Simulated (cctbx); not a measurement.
# TiRuSe2S2: solution and refinement

Cell a = 5.8500 Å, b = 3.5820 Å, c = 5.9670 Å, α = 90.00°, β = 90.74°, γ = 90.00°; space group P2/m (no. 10); content Ru1 Se2 Ti1 S2.

Simulated single-crystal data (cctbx): Mo Kα, λ = 0.71073 Å, to d = 0.77 Å, 50 % of the full sphere, strongest reflection 70000 counts, noise from counting, a 4 % proportional error and a noise floor of 8 counts (s.d.); no absorption, and some extinction, which the refinements don't model.

Charge flipping in P1 on plain amplitudes to 0.77 Å, δ = 1.1 σ, 30 % of the reflections treated as weak, 300 cycles:

```text
cycle      R  skewness
    0  0.565     0.05
   25  0.400     3.46
   50  0.394     3.60
   75  0.391     3.39
  100  0.396     3.22
  125  0.370     3.19
  150  0.379     3.20
  175  0.394     3.50
  200  0.373     3.38
  225  0.387     3.20
  250  0.390     3.73
  275  0.382     3.61
origin shift          correlation  skewness
 0.115  0.024  0.444      0.959      4.09
 0.487  0.017  0.108      0.953      3.78
-0.013  0.017  0.108      0.953      3.78
 0.241  0.018  0.277      0.924      3.14
taken: symmetry correlation 0.959, skewness 4.09
peak      x       y       z  mult  height/sigma
Q1    0.5000  0.5000  0.5000    1     14.4
Q2    0.2515  0.0000  0.3328    2     11.0
Q3    0.5000  0.0000  0.0000    1      5.1
Q4    0.2874  0.5000  0.8111    2      5.1
Q5    0.1430  0.0000  0.9316    2      3.1
Q6    0.1148  0.0000  0.7472    2      2.7
Q7    0.1373  0.5000  0.4247    2      2.7
Q8    0.2308  0.1622  0.6502    4      2.6
Q9    0.3392  0.0000  0.8739    2      2.4
```

The origin is taken among those within 0.04 of the best correlation, by the skewness of the map.

Run time: 0.53 s on 1 thread of Arm Neoverse N1, on a shared host, peak memory 0.07 GiB.

**Question.** Which peaks are atoms, and which elements?

Heights go roughly as Z and multiplicities must add up to the content. First model: Q1 = Ru1 (1 in the cell, height 14.4), Q2 = Se1 (2 in the cell, height 11.0), Q3 = Ti1 (1 in the cell, height 5.1) and Q4 = S1 (2 in the cell, height 5.1). Against the true structure, Q1 is Ru, Q2 is Se, Q3 is Ti and Q4 is S; the other peaks are not atoms.

Least squares on F², isotropic:

```text
Rint 0.021, 293 unique reflections to 0.77 A
cycle     R1     wR2    GooF  max shift (A)
   1  0.2842  0.6167  15.528   0.17897
   2  0.0338  0.1052   2.650   0.00016
final R1 0.0338 wR2 0.1052 GooF 2.650  parameters 8  data/parameter 36.6
atom        x        y        z      Ueq    occ   su(xyz)  su(Uiso or U11)
Ru1    0.50000  0.50000  0.50000   0.0145  1.000  0.00000  0.0004
Se1    0.24300  0.00000  0.33255   0.0132  1.000  0.00013  0.0004
Ti1    0.50000  0.00000  0.00000   0.0123  1.000  0.00000  0.0005
S1     0.26006  0.50000  0.82428   0.0138  1.000  0.00032  0.0005
difference map: max 1.80 min -2.46 rms 0.25
Q1    0.4194  0.5000  0.5160    2    1.99  0.48 A from Ru1
Q2    0.2132  0.1099  0.3446    4    1.32  0.44 A from Se1
Q3    0.3559  0.5000  0.8547    2    0.90  0.59 A from S1
Q4    0.4375  0.0000  0.0679    2    0.84  0.55 A from Ti1
Q5    0.2506  0.0000  0.5207    2    0.73  1.12 A from Se1
```

Anisotropic refinement:

```text
Rint 0.021, 293 unique reflections to 0.77 A
cycle     R1     wR2    GooF  max shift (A)
   1  0.0337  0.1052   2.707   0.00260
   2  0.0142  0.0358   0.922   0.00000
final R1 0.0142 wR2 0.0358 GooF 0.922  parameters 20  data/parameter 14.7
atom        x        y        z      Ueq    occ   su(xyz)  su(Uiso or U11)
Ru1    0.50000  0.50000  0.50000   0.0142  1.000  0.00000  0.0002
Se1    0.24283  0.00000  0.33247   0.0128  1.000  0.00005  0.0002
Ti1    0.50000  0.00000  0.00000   0.0126  1.000  0.00000  0.0004
S1     0.26047  0.50000  0.82413   0.0142  1.000  0.00012  0.0004
difference map: max 0.51 min -0.46 rms 0.12
Q1    0.0292  0.0000  0.1100    2    0.52  1.81 A from Se1
Q2    0.9906  0.5000  0.3514    2    0.52  1.79 A from S1
Q3    0.2697  0.5000  0.2957    2    0.46  1.81 A from Ru1
Q4    0.2409  0.0000  0.5615    2    0.40  1.37 A from Se1
Q5    0.5000  0.5000  0.0000    1    0.39  1.74 A from S1
Q6    0.1801  0.3115  0.7110    4    0.38  1.06 A from S1
```

**Reading.** The refinement ends at R1 = 0.0142, wR2 = 0.0358, GooF = 0.92, with difference density between -0.46 and 0.51 e/Å³. Every site matches the true model in element, within 0.001 Å r.m.s., up to an allowed shift of origin.

True model:

```
atom  mult.       x    y       z  Ueq (Å²)
 Ru1      1       0  1/2     1/2    0.0144
 Se1      2  0.7428    0  0.3325    0.0131
 Ti1      1       0    0       0    0.0128
  S1      2  0.7604  1/2  0.8240    0.0143
```

This is a model crystal, built by substitution and not relaxed, with assumed displacement parameters.

[Middle refinement cycles are left out of these outputs.]

[Logs are printed without paths, hosts, clocks, repeated set-up lines and the standing remarks that a program may print on its own settings, such as how far it seeks lower states.]
